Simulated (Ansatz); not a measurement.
**The perfect V wire along [100], 24 atoms a period**

Aim: is the V wire along [100], 24 atoms a period a metal or a semiconductor?

Calculated with Ansatz 0.2.0; DFT PBE, plane waves, PAW; relaxation of a wire's period; PAW set soft_1, in the first sound run; inputs show where later runs differ.

### 1. Starting point

The cell holds 24 atoms: 24 V. Its edges and angles: a = 15.770 Å, b = 15.770 Å, c = 2.990 Å, α = 90.0°, β = 90.0°, γ = 90.0°. Vacuum lies along a and b. The structure's axis is c.

### 2. The relaxed wire

Band widths follow the bond lengths, so the wire is relaxed first. The atoms and the third cell vector are free; the box across stays fixed as vacuum. A Fermi-Dirac smearing is set since the result may be a metal. The pressure printed is a third of the stress's trace over the whole box, vacuum included; only the stress along the axis is relaxed.

input.yaml

```yaml
crystal:
  lattice:
    - [15.77, 0.0, 0.0]
    - [0.0, 15.77, 0.0]
    - [0.0, 0.0, 2.99]
  atoms:
    - { symbol: V, position: [0.215599239, 0.310399493, 0.0] }
    - { symbol: V, position: [0.215599239, 0.5, 0.0] }
    - { symbol: V, position: [0.215599239, 0.689600507, 0.0] }
    - { symbol: V, position: [0.405199746, 0.310399493, 0.0] }
    - { symbol: V, position: [0.405199746, 0.5, 0.0] }
    - { symbol: V, position: [0.405199746, 0.689600507, 0.0] }
    - { symbol: V, position: [0.594800254, 0.310399493, 0.0] }
    - { symbol: V, position: [0.594800254, 0.5, 0.0] }
    - { symbol: V, position: [0.594800254, 0.689600507, 0.0] }
    - { symbol: V, position: [0.784400761, 0.310399493, 0.0] }
    - { symbol: V, position: [0.784400761, 0.5, 0.0] }
    - { symbol: V, position: [0.784400761, 0.689600507, 0.0] }
    - { symbol: V, position: [0.310399493, 0.215599239, 0.5] }
    - { symbol: V, position: [0.310399493, 0.405199746, 0.5] }
    - { symbol: V, position: [0.310399493, 0.594800254, 0.5] }
    - { symbol: V, position: [0.310399493, 0.784400761, 0.5] }
    - { symbol: V, position: [0.5, 0.215599239, 0.5] }
    - { symbol: V, position: [0.5, 0.405199746, 0.5] }
    - { symbol: V, position: [0.5, 0.594800254, 0.5] }
    - { symbol: V, position: [0.5, 0.784400761, 0.5] }
    - { symbol: V, position: [0.689600507, 0.215599239, 0.5] }
    - { symbol: V, position: [0.689600507, 0.405199746, 0.5] }
    - { symbol: V, position: [0.689600507, 0.594800254, 0.5] }
    - { symbol: V, position: [0.689600507, 0.784400761, 0.5] }
kpoints:
  mp_grid: { grid: [1, 1, 27] }
scf:
  occupations: { method: fermi_dirac, width: 0.05 }
hamiltonian:
  xc: pbe
  pseudopotentials: { kind: paw, azcp: { folder: soft_1 } }
relax:
  cell: { fix: [a, b, alpha, beta, gamma] }
  max_steps: 45
  f_tol: 0.03
```

Started as:

```sh
ansatz run input.yaml --threads 4 --pin off --max-ram 16384MiB --backend cpu --events-out ev --progress --plain --runs-dir out
```

Numbers of over 12 decimals in the logs are rounded to 6 here.

Output:

```text
Engine: ansatz 0.2.0, x86_64-unknown-linux-gnu
Pseudopotentials: kind: paw
Pseudopotential: V, paw, valence charge 13, recommended cutoff 420 eV (normal), soft_1/V.paw.azcp
Functional definition: PBE
  parameter kappa = 0.804
  parameter beta = 0.066725
  exchange = pbe_x(kappa = kappa, mu = beta*pi^2/3)
  correlation = pbe_c(beta = beta)
Crystal: 24 atoms, lattice volume = 743.592 Å³
Basis set: ecut = 420 eV, 14361 PW (Γ), exchange–correlation on 216×216×40 points (8 copies of the dense FFT grid, shifted against one another)
Bands: 188, of which v1, the nominal top of the filled ones, is band 156 counted from 1 (155 counted from 0)
Symmetry: 16 space group operations
Space group: P42/mmc (ITA 131), of the structure as read, at distance tolerance 9.1e-5 Å
k-points: 14 of 27
Non-local potential: V, projectors of the file, l = 0: 3, l = 1: 2, l = 2: 3, l = 3: 1
PAW form: soft (Blöchl's): semilocal exchange-correlation on the pseudo side does not see the compensation charge
PAW one-centre angular grid: V, 590 points (default); XC on 64 Gauss nodes
Initial density: superposition of atomic densities (neutral atoms: chi_scale 0, normalization atom)
Initial wavefunctions: pseudopotential atomic-orbital guess
Functional: x = pbe(κ = 0.804, μ = 0.219515), c = pbe(β = 0.066725)
SCF iter   1: F=—  HF=-69923.536692 eV  |F-HF|=—  |Δ(HF+E_count)|=         —  Δρ=1.19e-1  dr2=8.86e2  ethr=3.10e-3  ⟨swp⟩=10.2  Hψ=12041  notcnv=0
preconditioner: auto → LDOS  [metal: Δε(μ)=0.010 eV  Ē_g=3.464 eV  σ=0.050 eV  W_gap=0.05  n_scr=150 (ndim 8)  ℏωp=14.9 eV  f_vac=0.399  D(μ)=24.48/eV (n_scr^D=178)  β→1.0]
SCF iter   2: F=—  HF=-69994.572656 eV  |F-HF|=—  |Δ(HF+E_count)|=    7.10e1  Δρ=2.23e-1  dr2=4.34e3  ethr=3.10e-3  ⟨swp⟩=16.1  Hψ=25510  notcnv=0  defer=18  recentre
SCF iter   3: F=—  HF=-69887.627281 eV  |F-HF|=—  |Δ(HF+E_count)|=    1.07e2  Δρ=6.16e-2  dr2=2.68e2  ethr=3.10e-3  ⟨swp⟩=15.4  Hψ=21729  notcnv=0  defer=17
SCF iter   4: F=—  HF=-69880.898376 eV  |F-HF|=—  |Δ(HF+E_count)|=    6.73e0  Δρ=2.09e-2  dr2=5.87e1  ethr=3.10e-3  ⟨swp⟩=10.8  Hψ=9413  notcnv=0  defer=35
SCF iter   5: F=—  HF=-69878.621663 eV  |F-HF|=—  |Δ(HF+E_count)|=    2.28e0  Δρ=7.70e-3  dr2=4.32e0  ethr=3.10e-3  ⟨swp⟩=6.4  Hψ=6003  notcnv=0  defer=20
SCF iter   6: F=—  HF=-69878.494831 eV  |F-HF|=—  |Δ(HF+E_count)|=   1.27e-1  Δρ=4.83e-3  dr2=5.82e-1  ethr=1.38e-3  ⟨swp⟩=7.4  Hψ=5469  notcnv=0  defer=7
SCF iter   7: F=—  HF=-69878.432890 eV  |F-HF|=—  |Δ(HF+E_count)|=   6.19e-2  Δρ=3.17e-3  dr2=3.61e-1  ethr=1.86e-4  ⟨swp⟩=5.9  Hψ=4870  notcnv=0  defer=13
SCF iter   8: F=—  HF=-69878.425370 eV  |F-HF|=—  |Δ(HF+E_count)|=   7.52e-3  Δρ=6.32e-4  dr2=1.00e-2  ethr=1.16e-4  ⟨swp⟩=2.4  Hψ=2871  notcnv=0  defer=6
SCF iter   9: F=—  HF=-69878.426189 eV  |F-HF|=—  |Δ(HF+E_count)|=   8.19e-4  Δρ=4.07e-4  dr2=2.67e-3  ethr=3.22e-6  ⟨swp⟩=3.8  Hψ=4064  notcnv=0  defer=4
SCF iter  10: F=—  HF=-69878.426365 eV  |F-HF|=—  |Δ(HF+E_count)|=   1.76e-4  Δρ=2.52e-4  dr2=5.49e-3  ethr=8.57e-7  ⟨swp⟩=2.5  Hψ=3594  notcnv=0  defer=3
SCF iter  11: F=—  HF=-69878.426287 eV  |F-HF|=—  |Δ(HF+E_count)|=   7.74e-5  Δρ=4.43e-5  dr2=4.81e-5  ethr=8.57e-7  ⟨swp⟩=1.6  Hψ=2683  notcnv=0  defer=2
SCF iter  12: F=—  HF=-69878.427548 eV  |F-HF|=—  |Δ(HF+E_count)|=   1.26e-3  Δρ=3.40e-5  dr2=1.02e-4  ethr=1.54e-8  ⟨swp⟩=3.3  Hψ=4144  notcnv=0  defer=2
SCF iter  13: F=—  HF=-69878.427547 eV  |F-HF|=—  |Δ(HF+E_count)|=   1.06e-6  Δρ=1.46e-5  dr2=7.73e-6  ethr=1.54e-8  ⟨swp⟩=1.7  Hψ=2689  notcnv=0  defer=2
SCF iter  14: F=—  HF=-69878.427547 eV  |F-HF|=—  |Δ(HF+E_count)|=   1.06e-7  Δρ=6.37e-6  dr2=8.96e-7  ethr=2.48e-9  ⟨swp⟩=2.1  Hψ=3390  notcnv=0  defer=2
SCF iter  15: F=—  HF=-69878.427547 eV  |F-HF|=—  |Δ(HF+E_count)|=   4.00e-8  Δρ=2.01e-6  dr2=2.04e-7  ethr=2.87e-10  ⟨swp⟩=2.2  Hψ=3604  notcnv=0  defer=2
SCF iter  16: F=-69878.427547 eV  HF=-69878.427547 eV  |F-HF|=8.96e-9  |Δ(HF+E_count)|=   7.33e-9  Δρ=1.14e-6  dr2=1.62e-8  ethr=3.21e-11  ⟨swp⟩=5.0  Hψ=7295  notcnv=0
SCF 1 converged in 16 iterations: F = -69878.427547 eV  dr2 = 1.62e-8
  greatest PAW one-centre occupation: 1.000 electrons in one spin orbital (limit 2), on the V atom at site 22 (counted from 0), in its partial waves of l = 0
relax step   1: F+E_penalty+E_count = -69878.42754702 eV  Δ(F+E_penalty+E_count) = +0.000e0 eV  max|allowed force component| = 1.503e0 eV/Å  Δτ_max = 0.0000 Å  P = -5.310 GPa  Ω = 743.592 Å³  fix = [a, b, alpha, beta, gamma]  reactions: a -4.742, b -4.742 GPa  (16 SCF iters, dr2 threshold 1.00e-7 eV, accepted)
Crystal: 24 atoms, lattice volume = 706.738 Å³
Basis set: ecut = 420 eV, 13825 PW (Γ), exchange–correlation on 216×216×40 points (8 copies of the dense FFT grid, shifted against one another)
Initial density: handed on by an earlier stage of this run
Initial wavefunctions: those handed on with the density
SCF iter   1: F=—  HF=-69881.272006 eV  |F-HF|=—  |Δ(HF+E_count)|=         —  Δρ=2.99e-2  dr2=2.20e1  ethr=3.10e-3  ⟨swp⟩=11.0  Hψ=11801  notcnv=0  defer=3
preconditioner: auto → LDOS  [metal: Δε(μ)=0.009 eV  Ē_g=2.746 eV  σ=0.050 eV  W_gap=0.05  n_scr=134 (ndim 8)  ℏωp=15.3 eV  f_vac=0.452  D(μ)=35.09/eV (n_scr^D=338)  β→1.0]
SCF iter   2: F=—  HF=-69880.926580 eV  |F-HF|=—  |Δ(HF+E_count)|=   3.45e-1  Δρ=2.33e-2  dr2=1.68e1  ethr=3.10e-3  ⟨swp⟩=3.9  Hψ=4665  notcnv=0  defer=25
SCF iter   3: F=—  HF=-69879.900444 eV  |F-HF|=—  |Δ(HF+E_count)|=    1.03e0  Δρ=2.40e-3  dr2=5.28e-2  ethr=3.10e-3  ⟨swp⟩=2.9  Hψ=3914  notcnv=0  defer=25
SCF iter   4: F=—  HF=-69879.900480 eV  |F-HF|=—  |Δ(HF+E_count)|=   3.54e-5  Δρ=2.00e-3  dr2=4.49e-2  ethr=1.69e-5  ⟨swp⟩=3.6  Hψ=6559  notcnv=0  defer=19
SCF iter   5: F=—  HF=-69879.897650 eV  |F-HF|=—  |Δ(HF+E_count)|=   2.83e-3  Δρ=4.33e-4  dr2=3.19e-3  ethr=1.44e-5  ⟨swp⟩=2.0  Hψ=3831  notcnv=0  defer=19
SCF iter   6: F=—  HF=-69879.898324 eV  |F-HF|=—  |Δ(HF+E_count)|=   6.75e-4  Δρ=2.06e-4  dr2=5.13e-4  ethr=1.02e-6  ⟨swp⟩=2.0  Hψ=3437  notcnv=0  defer=19
SCF iter   7: F=—  HF=-69879.898963 eV  |F-HF|=—  |Δ(HF+E_count)|=   6.39e-4  Δρ=1.02e-4  dr2=1.80e-4  ethr=1.65e-7  ⟨swp⟩=2.0  Hψ=3470  notcnv=0  defer=19
SCF iter   8: F=—  HF=-69879.898988 eV  |F-HF|=—  |Δ(HF+E_count)|=   2.49e-5  Δρ=2.77e-5  dr2=2.27e-5  ethr=5.78e-8  ⟨swp⟩=2.0  Hψ=3428  notcnv=0  defer=19
SCF iter   9: F=—  HF=-69879.898992 eV  |F-HF|=—  |Δ(HF+E_count)|=   3.64e-6  Δρ=1.86e-5  dr2=4.63e-6  ethr=7.28e-9  ⟨swp⟩=2.3  Hψ=3539  notcnv=0  defer=19
SCF iter  10: F=-69879.898992 eV  HF=-69879.898992 eV  |F-HF|=1.93e-7  |Δ(HF+E_count)|=   2.72e-8  Δρ=7.61e-6  dr2=6.25e-7  ethr=7.69e-10  ⟨swp⟩=4.8  Hψ=7876  notcnv=0
[...]
relax step  10: F+E_penalty+E_count = -69880.05542117 eV  Δ(F+E_penalty+E_count) = -6.406e-4 eV  max|allowed force component| = 1.404e-2 eV/Å  Δτ_max = 0.0051 Å  P = +0.013 GPa  Ω = 727.907 Å³  energy of the carried Pulay correction = +6.523e-3 eV  fix = [a, b, alpha, beta, gamma]  reactions: a -0.021, b -0.021 GPa  (9 SCF iters, dr2 threshold 1.09e-8 eV, accepted)
relax step  11: F+E_penalty+E_count = -69880.05556477 eV  Δ(F+E_penalty+E_count) = -1.436e-4 eV  max|allowed force component| = 2.931e-3 eV/Å  Δτ_max = 0.0028 Å  P = -0.071 GPa  Ω = 728.060 Å³  energy of the carried Pulay correction = +6.458e-3 eV  fix = [a, b, alpha, beta, gamma]  reactions: a -0.104, b -0.104 GPa  (8 SCF iters, dr2 threshold 1.63e-8 eV, accepted)
Initial wavefunctions: pseudopotential atomic-orbital guess (no wavefunctions were taken with the density)
iter 1 solved again at ethr=1.05e-6 eV; its pass at ethr=3.10e-3 eV (dr2=3.27e-3 eV) is discarded
SCF iter   1: F=—  HF=-69880.046886 eV  |F-HF|=—  |Δ(HF+E_count)|=         —  Δρ=4.05e-5  dr2=1.63e-6  ethr=1.05e-6  ⟨swp⟩=4.4  Hψ=19091  notcnv=0
eigensolver tolerance schedule: the retry pair's looser diagonalisation over-reported the residual by 1998.64 of it (diagonalisation noise at 2.08 of the residual, at the tolerance the schedule requests for it); recorded, not acted on — ethr = c·dr2/N_el stays at c = 1.0e-1
preconditioner: auto → LDOS  [metal: Δε(μ)=0.011 eV  Ē_g=2.597 eV  σ=0.050 eV  W_gap=0.06  n_scr=150 (ndim 8)  ℏωp=15.1 eV  f_vac=0.455  D(μ)=37.61/eV (n_scr^D=378)  β→1.0]
SCF iter   2: F=—  HF=-69880.048251 eV  |F-HF|=—  |Δ(HF+E_count)|=   1.37e-3  Δρ=3.54e-5  dr2=1.01e-5  ethr=5.24e-10  ⟨swp⟩=4.2  Hψ=7393  notcnv=0
SCF iter   3: F=—  HF=-69880.048249 eV  |F-HF|=—  |Δ(HF+E_count)|=   1.97e-6  Δρ=1.28e-5  dr2=1.09e-6  ethr=5.24e-10  ⟨swp⟩=2.6  Hψ=4982  notcnv=0
SCF iter   4: F=—  HF=-69880.048249 eV  |F-HF|=—  |Δ(HF+E_count)|=   2.17e-7  Δρ=1.96e-6  dr2=3.47e-8  ethr=3.48e-10  ⟨swp⟩=2.1  Hψ=4118  notcnv=0
SCF iter   5: F=—  HF=-69880.048249 eV  |F-HF|=—  |Δ(HF+E_count)|=   1.46e-9  Δρ=1.13e-6  dr2=1.85e-8  ethr=1.11e-11  ⟨swp⟩=3.0  Hψ=5277  notcnv=0
SCF iter   6: F=—  HF=-69880.048249 eV  |F-HF|=—  |Δ(HF+E_count)|=   1.76e-9  Δρ=3.45e-7  dr2=3.53e-9  ethr=5.92e-12  ⟨swp⟩=1.8  Hψ=3137  notcnv=0
SCF iter   7: F=—  HF=-69880.048249 eV  |F-HF|=—  |Δ(HF+E_count)|=  2.62e-10  Δρ=1.77e-7  dr2=4.60e-10  ethr=1.13e-12  ⟨swp⟩=2.2  Hψ=3496  notcnv=0
SCF iter   8: F=-69880.048249 eV  HF=-69880.048249 eV  |F-HF|=1.46e-11  |Δ(HF+E_count)|=  4.37e-11  Δρ=7.04e-8  dr2=5.76e-11  ethr=1.00e-12  ⟨swp⟩=5.1  Hψ=8302  notcnv=0
SCF 12 converged in 8 iterations: F = -69880.048249 eV  dr2 = 5.76e-11
relax step  12: F+E_penalty+E_count = -69880.04824895 eV  Δ(F+E_penalty+E_count) = +7.316e-3 eV  max|allowed force component| = 2.809e-3 eV/Å  Δτ_max = 0.0000 Å  P = -0.060 GPa  Ω = 728.060 Å³  fix = [a, b, alpha, beta, gamma]  reactions: a -0.092, b -0.092 GPa  stress off target by 3.49e-3 GPa on what of the cell is left free  SCF on the basis re-selected at this cell (its energy is not comparable with the rows above)  (8 SCF iters)
basis re-selected at this cell: Δ(F+E_penalty+E_count) = +7.316e-3 eV, ΔP = +0.011 GPa vs the last step (what re-selecting the basis moved, of the pressure what is left beyond the Pulay correction that the steps carried, after the strain that the cell walked since its last selection, with what the two solves' SCF thresholds leave and, on support functions, any second-order correction that the steps lacked; it is no m [...]
SCF converged after 8 iterations
Free energy (F): -69880.048249 eV
Harris-Foulkes:  -69880.048249 eV  (|F-HF|=1.46e-11)
Internal energy: -69879.736099 eV  (E = F + TS)
E sigma→0 (E₀):  -69879.892174 eV
Entropy (-TS):   -0.312150 eV (-13.006 meV/atom)
Fermi energy:    5.697521 eV
--- Per-component energies (eV) ---
  E_band       = -6895.493282
  E_kinetic    = 7090.553561
  E_local      = -169762.911780  (includes V_loc(G=0)·N_el)
  E_nonlocal   = 1990.652356
  E_hartree    = 81184.044329
  E_xc         = -2746.055471
  E_vxc        = -3472.423945  (∫ρ·V_xc dr)
  E_paw        = -27021.874272  (= ΣΔE_a)
  E_vpaw       = -5109.478084  (= ΣTr[D̂ρ^β])
  E_aug_tail   = 0.024883  (compensation charges beyond the density's cutoff)
  E_ewald      = 39385.830297
  E_smearing   = -0.312150  (= −TS)
  E_closure    = 0.000000  (closes the sum)
  Σ components = -69880.048249   (vs F -69880.048249, Δ=0.00e0)
--- Forces (eV/Å), atoms counted from 1 ---
  atom   1  V     -0.00088787     0.00166006     0.00000000
  atom   2  V      0.00204150     0.00000000     0.00000000
  atom   3  V     -0.00088787    -0.00166006     0.00000000
  atom   4  V      0.00038215    -0.00280935     0.00000000
  atom   5  V      0.00034654     0.00000000     0.00000000
  atom   6  V      0.00038215     0.00280935     0.00000000
  atom   7  V     -0.00038215    -0.00280935     0.00000000
  atom   8  V     -0.00034654     0.00000000     0.00000000
  atom   9  V     -0.00038215     0.00280935     0.00000000
  atom  10  V      0.00088787     0.00166006     0.00000000
  atom  11  V     -0.00204150     0.00000000     0.00000000
  atom  12  V      0.00088787    -0.00166006     0.00000000
  atom  13  V      0.00166006    -0.00088787     0.00000000
  atom  14  V     -0.00280935     0.00038215     0.00000000
  atom  15  V     -0.00280935    -0.00038215     0.00000000
  atom  16  V      0.00166006     0.00088787     0.00000000
  atom  17  V      0.00000000     0.00204150     0.00000000
  atom  18  V      0.00000000     0.00034654     0.00000000
  atom  19  V      0.00000000    -0.00034654     0.00000000
  atom  20  V      0.00000000    -0.00204150     0.00000000
  atom  21  V     -0.00166006    -0.00088787     0.00000000
  atom  22  V      0.00280935     0.00038215     0.00000000
  atom  23  V      0.00280935    -0.00038215     0.00000000
  atom  24  V     -0.00166006     0.00088787     0.00000000
  max |Σ_I F_I| component: 6.51e-19 eV/Å
--- Stress (GPa, compression-positive) ---
       -0.091720       0.000000       0.000000
        0.000000      -0.091720       0.000000
        0.000000       0.000000       0.003488
  P = ⅓ Tr σ = -0.0600 GPa (-0.600 kbar)
--- Relaxed structure (11 steps of the walk, 11 accepted, 1 SCFs on fresh bases) ---
  F+E_penalty+E_count = -69880.04824895 eV   max|allowed force component| = 2.809e-3 eV/Å   (the final SCF, on the basis selected at the relaxed cell)
  cell:  # Å, volume = 728.0595 Å³
    - [15.77, 0.0, 0.0]
    - [0.0, 15.77, 0.0]
    - [0.0, 0.0, 2.927544]
  atoms:
    - { symbol: V, position: [0.224936, 0.307486, 0.0] }
    - { symbol: V, position: [0.224196, 0.5, 0.0] }
    - { symbol: V, position: [0.224936, 0.692514, 0.0] }
    - { symbol: V, position: [0.405219, 0.309934, 0.0] }
    - { symbol: V, position: [0.404541, 0.5, 0.0] }
    - { symbol: V, position: [0.405219, 0.690066, 0.0] }
    - { symbol: V, position: [0.594781, 0.309934, 0.0] }
    - { symbol: V, position: [0.595459, 0.5, 0.0] }
    - { symbol: V, position: [0.594781, 0.690066, 0.0] }
    - { symbol: V, position: [0.775064, 0.307486, 0.0] }
    - { symbol: V, position: [0.775804, 0.5, 0.0] }
    - { symbol: V, position: [0.775064, 0.692514, 0.0] }
    - { symbol: V, position: [0.307486, 0.224936, 0.500000] }
    - { symbol: V, position: [0.309934, 0.405219, 0.500000] }
    - { symbol: V, position: [0.309934, 0.594781, 0.500000] }
    - { symbol: V, position: [0.307486, 0.775064, 0.500000] }
    - { symbol: V, position: [0.5, 0.224196, 0.500000] }
    - { symbol: V, position: [0.5, 0.404541, 0.500000] }
    - { symbol: V, position: [0.5, 0.595459, 0.500000] }
    - { symbol: V, position: [0.5, 0.775804, 0.500000] }
    - { symbol: V, position: [0.692514, 0.224936, 0.500000] }
    - { symbol: V, position: [0.690066, 0.405219, 0.500000] }
    - { symbol: V, position: [0.690066, 0.594781, 0.500000] }
    - { symbol: V, position: [0.692514, 0.775064, 0.500000] }
```

The job ended after 12 min (4 threads of Intel Xeon Platinum 8259CL at 2.50GHz (Skylake/Cascade Lake), shared host; peak memory 3.9 GiB; 47 min of CPU time).

This run has no spin polarisation, although V can carry a moment.

[end of part 1 of 2]

[Logs are printed without paths, hosts, clocks, repeated set-up lines and the standing remarks that a program may print on its own settings, such as how far it seeks lower states.]

[Hosts, paths, dates, database ids (printed as entryN), source tags and the programs' standing remarks are cut or masked in the printed files.]
